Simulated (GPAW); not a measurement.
# Dielectric function and optical constants of Si2Ni, part 2 of 2

Aim: the dielectric function of Si2Ni, and the optical constants that follow from it.

GPAW 26.7.0; DFT, LDA, plane-wave PAW (GPAW data sets), scalar-relativistic, RPA, optical limit.

So far. Step 2 (Ground state): There are states at the Fermi level within the smearing, so the occupations stay smeared and the carriers get a Drude term.

## Step 4: Dielectric function, RPA

Transitions between filled and empty bands, summed over the zone, give the optical response, so mesh, band count and broadening shape it.

The induced potential is part of this response.

This step: DFT, LDA, plane-wave PAW (GPAW data sets), scalar-relativistic, RPA, optical limit (GPAW 26.7.0).

df.py reads:

```python
from gpaw.response.df import DielectricFunction

df = DielectricFunction('full.gpw', frequencies={'type': 'nonlinear', 'domega0': 0.03, 'omega2': 8},
                        ecut=50,
                        eta=0.2,
                        nbands=33,
                        rate=0.1,
                        txt='df.txt')
for direction in ['x']:
    df.get_dielectric_function(xc='RPA', direction=direction, filename=f'df_{direction}.csv')
```

Run with:

```console
> OMP_NUM_THREADS=1 python df.py
```

The program printed:

```text
Using integrator: PointIntegrator
NonLinearFrequencyDescriptor(from 0.000 to 94.979 eV, 536 points)
Nonperiodic BCs:  [False False False]
Using integrator: PointIntegrator
NonLinearFrequencyDescriptor(from 0.000 to 94.979 eV, 536 points)
Nonperiodic BCs:  [False False False]
Using integrator: PointIntegrator

Calculating chi0 body with:
    Ground state adapter containing:
    Number of spins: 2
    Number of kpoints: 4096
    Number of irreducible kpoints: 145
    Number of completely occupied states: 9
    Number of partially occupied states: 13

    Linear response parametrization:
    q_c: [0.0, 0.0, 0.0]
    Number of frequency points: 536
    Planewave cutoff: 50.0
    Number of bands: 33
    Number of planewaves: 27
    Broadening (eta): 0.2

Integrating chi0 body.

Symmetries of q_c:
    Direct symmetries (Uq -> q): 48
    Indirect symmetries (TUq -> q): 0
In total 48 allowed symmetries.

145 groups of equivalent kpoints. 96.4599609375% reduction.

Integral kind: spectral function

Calculating chi0 optical extensions with:
    Ground state adapter containing:
    Number of spins: 2
    Number of kpoints: 4096
    Number of irreducible kpoints: 145
    Number of completely occupied states: 9
    Number of partially occupied states: 13

    Linear response parametrization:
    Number of frequency points: 536
    Planewave cutoff: 50.0
    Number of bands: 33
    Number of planewaves: 27
    Broadening (eta): 0.2
Integrating chi0 head and wings.

Symmetries of q_c:
    Direct symmetries (Uq -> q): 48
    Indirect symmetries (TUq -> q): 0
In total 48 allowed symmetries.

145 groups of equivalent kpoints. 96.4599609375% reduction.

Integral kind: spectral function wings

Calculating drude chi0 with:
    Number of frequency points:536
    Plasma frequency decay rate: 0.1 eV

    Ground state adapter containing:
    Number of spins: 2
    Number of kpoints: 4096
    Number of irreducible kpoints: 145
    Number of completely occupied states: 9
    Number of partially occupied states: 13

Symmetries of q_c:
    Direct symmetries (Uq -> q): 48
    Indirect symmetries (TUq -> q): 0
In total 48 allowed symmetries.

145 groups of equivalent kpoints. 96.4599609375% reduction.

Integral kind: intraband
Plasma frequency:
[[5.97+0.j 0.  -0.j 0.  +0.j]
 [0.  +0.j 5.97+0.j 0.  -0.j]
 [0.  +0.j 0.  -0.j 5.97+0.j]]
```

Wall time 26 s (1 thread of Arm Neoverse V2, shared host); peak memory 0.26 GiB.

Read-outs, printed or worked out from the files:

```
main peak of the optical conductivity above 1 eV, first axis : 2.787 eV
```

Some rows of df_x.csv (energy; Re and Im without local fields; Re and Im with them):

```text
0.000000, 3652.673932, 0.000000, 3652.045931, 0.000000
0.555532, -92.214688, 71.480386, -92.719672, 71.486934
1.143969, -14.488972, 20.870508, -15.122981, 20.786763
1.768324, 6.190983, 15.679985, 5.389967, 15.221707
2.431988, 8.069402, 22.581105, 7.640540, 21.538608
3.138794, -4.325985, 18.015249, -4.152241, 17.559895
3.893091, -1.635570, 12.009865, -1.537558, 11.659319
4.699832, -0.902760, 13.087855, -0.699974, 12.692488
5.564682, -3.082896, 11.022487, -2.805948, 10.772326
6.494155, -5.759019, 7.925477, -5.604676, 7.925932
7.495775, -4.899994, 4.747662, -4.781507, 4.721431
8.578281, -3.884009, 3.287933, -3.791279, 3.259220
9.751884, -2.976219, 2.088371, -2.861736, 2.066841
11.028587, -2.172122, 1.424978, -2.091129, 1.463644
12.422601, -1.552348, 0.942194, -1.503489, 0.965251
13.950874, -1.009489, 0.579457, -0.971697, 0.594918
15.633783, -0.576545, 0.408321, -0.556802, 0.425229
17.496047, -0.283554, 0.306569, -0.266486, 0.316080
19.567954, -0.011876, 0.219312, -0.013155, 0.241992
```

The Im ε, E ∥ x has structure finer than the step of the table below, so its rows give means over 1 eV, whole bins alone (the curve runs from 0.305 to 19.9 eV). Peaks (eV: height): 2.7: 25.1.

The Im ε, E ∥ x by photon energy; means over each step:

```csv
photon energy (eV),"Im ε, E ∥ x"
1,31.2
2,17.2
3,20.2
4,12.1
5,12.0
6,9.95
7,6.08
8,3.99
9,2.73
10,1.91
11,1.42
12,1.08
13,0.812
14,0.591
15,0.486
16,0.416
17,0.353
18,0.284
19,0.263
```

Table of Re ε, E ∥ x by photon energy:

photon energy (eV), Re ε, E ∥ x and a bar from the least value:
```
      0.5       -113 
      1.0        -21 #######################
      1.5         -1 ############################
      2.0          7 ##############################
      2.5          7 ##############################
      3.0         -4 ###########################
      3.5         -3 ###########################
      4.0         -1 ############################
      4.5          0 ############################
      5.0         -2 ############################
      5.5         -3 ###########################
      6.0         -5 ###########################
      6.5         -6 ###########################
      7.0         -5 ###########################
      7.5         -5 ###########################
      8.0         -4 ###########################
      8.5         -4 ###########################
      9.0         -3 ###########################
      9.5         -3 ###########################
     10.0         -3 ############################
     10.5         -2 ############################
     11.0         -2 ############################
     11.5         -2 ############################
     12.0         -2 ############################
     12.5         -1 ############################
     13.0         -1 ############################
     13.5         -1 ############################
     14.0         -1 ############################
     14.5         -1 ############################
     15.0         -1 ############################
     15.5         -1 ############################
     16.0          0 ############################
     16.5          0 ############################
     17.0          0 ############################
     17.5          0 ############################
     18.0          0 ############################
     18.5          0 ############################
     19.0          0 ############################
     19.5          0 ############################
```

The reflectivity at normal incidence, E ∥ x by photon energy; read off at these points:

photon energy (eV), reflectivity at normal incidence, E ∥ x (%) and a bar from the least value:
```
     0.50       89.6 ##############################
     1.00       74.9 #######################
     1.50       49.9 ##########
     2.00       45.9 ########
     2.50       51.4 ###########
     3.00       58.1 ##############
     3.50       52.5 ###########
     4.00       46.4 ########
     4.50       46.0 ########
     5.00       50.1 ##########
     5.50       49.6 ##########
     6.00       54.1 ############
     6.50       57.8 ##############
     7.00       58.3 ##############
     7.50       59.4 ###############
     8.00       57.4 ##############
     8.50       58.5 ##############
     8.89       59.9 ###############
     9.00       59.6 ###############
     9.50       59.3 ###############
    10.00       59.3 ###############
    10.50       59.7 ###############
    11.00       57.3 ##############
    11.50       58.5 ##############
    12.00       57.4 ##############
    12.50       57.6 ##############
    13.00       57.6 ##############
    13.50       59.9 ###############
    14.00       57.1 ##############
    14.50       55.4 #############
    15.00       54.3 ############
    15.50       52.5 ###########
    16.00       48.6 #########
    16.50       46.7 ########
    17.00       46.5 ########
    17.50       44.6 #######
    18.00       41.5 ######
    18.50       35.2 ###
    19.00       32.3 #
    19.50       29.9
```

Loss function −Im 1/ε at q → 0, E ∥ x against energy loss; read off at these points:

energy loss (eV), loss function −Im 1/ε at q → 0, E ∥ x and a bar:
```
      0.5       0.00 
      1.0       0.02 
      1.5       0.07 
      2.0       0.05 
      2.5       0.04 
      3.0       0.05 
      3.5       0.07 
      4.0       0.09 #
      4.5       0.08 #
      5.0       0.08 #
      5.5       0.09 #
      6.0       0.08 #
      6.5       0.08 #
      7.0       0.10 #
      7.5       0.10 #
      8.0       0.12 #
      8.5       0.13 #
      9.0       0.14 #
      9.5       0.16 #
     10.0       0.17 #
     10.5       0.19 #
     11.0       0.23 ##
     11.5       0.25 ##
     12.0       0.28 ##
     12.5       0.31 ##
     13.0       0.34 ##
     13.5       0.37 ###
     14.0       0.47 ###
     14.5       0.56 ####
     15.0       0.66 #####
     15.5       0.82 ######
     16.0       1.08 ########
     16.5       1.22 #########
     17.0       1.47 ###########
     17.5       1.85 ##############
     18.0       2.56 ###################
     18.5       3.10 #######################
     19.0       3.62 ###########################
     19.5       4.07 ##############################
```

The Im ε, E ∥ x by photon energy; read off at these points:

```csv
photon energy (eV),without local fields,with local fields
0.50,91.0,91.0
1.00,25.8,25.7
1.50,14.4,14.2
2.00,17.3,16.7
2.50,23.3,22.3
2.70,26.2,25.1
2.74,26.1,25.1
3.00,21.4,20.9
3.50,14.3,13.9
4.00,11.8,11.5
4.50,12.8,12.4
5.00,12.8,12.5
5.50,11.0,10.7
6.00,10.3,10.3
6.50,7.89,7.89
7.00,6.04,6.01
7.50,4.73,4.71
8.00,4.07,4.02
8.50,3.39,3.36
9.00,2.69,2.65
9.50,2.31,2.27
10.00,1.92,1.92
10.50,1.55,1.57
11.00,1.44,1.48
11.50,1.18,1.20
12.00,1.08,1.09
12.50,0.919,0.944
13.00,0.815,0.832
13.50,0.640,0.653
14.00,0.576,0.592
14.50,0.524,0.543
15.00,0.472,0.485
15.50,0.419,0.437
16.00,0.401,0.411
16.50,0.387,0.402
17.00,0.341,0.351
17.50,0.306,0.316
18.00,0.269,0.276
18.50,0.266,0.282
19.00,0.243,0.263
19.50,0.221,0.244
```

At chosen wavelengths:

```csv
wavelength (nm),n,k,R (%),1/α
1550,2.46,6.733,82.8,18 nm
633,3.52,2.347,45.7,21 nm
532,3.91,2.613,49.4,16 nm
405,2.78,3.467,57.7,9.3 nm
308,2.30,2.493,46.2,9.8 nm
248,2.27,2.742,50.1,7.2 nm
193,1.49,2.782,57.3,5.5 nm
```

A polished face would reflect 48 % of daylight and look faintly blue (CIE x = 0.298, y = 0.313 under D65).

## Step 5: Results

| Item | Value |
| --- | --- |
| main peak of the optical conductivity above 1 eV, first axis | 2.79 eV |

In words: At this level (LDA, RPA) Si2Ni is a metal; it reflects 48 % at 550 nm. A polished face would reflect 48 % of daylight and look faintly blue (CIE x = 0.298, y = 0.313 under D65). The carriers' damping of 0.1 eV is typed, not computed; it shapes the response at the lowest energies. The magnetic state comes from one start and need not be the lowest. The sum runs over mesh points, so small or evenly spaced maxima can still be ripples of the mesh. In this version of GPAW the matrix elements of the optical limit are incomplete, which can lower ε − 1 by up to a tenth where first-row anions or d states rule, and shift it by more in d metals. GPAW's carrier term has the form −ωp²/(ω + i·rate)², which damps like twice the rate and fails at low energy, so the curves leave the lowest energies out.

[Machine, clock and banner lines and Python warnings are left out of the logs.]

[Logs are printed without paths, hosts, clocks, repeated set-up lines and the standing remarks that a program may print on its own settings, such as how far it seeks lower states.]

[Hosts, paths, dates, database ids (printed as entryN), source tags and the programs' standing remarks are cut or masked in the printed files.]
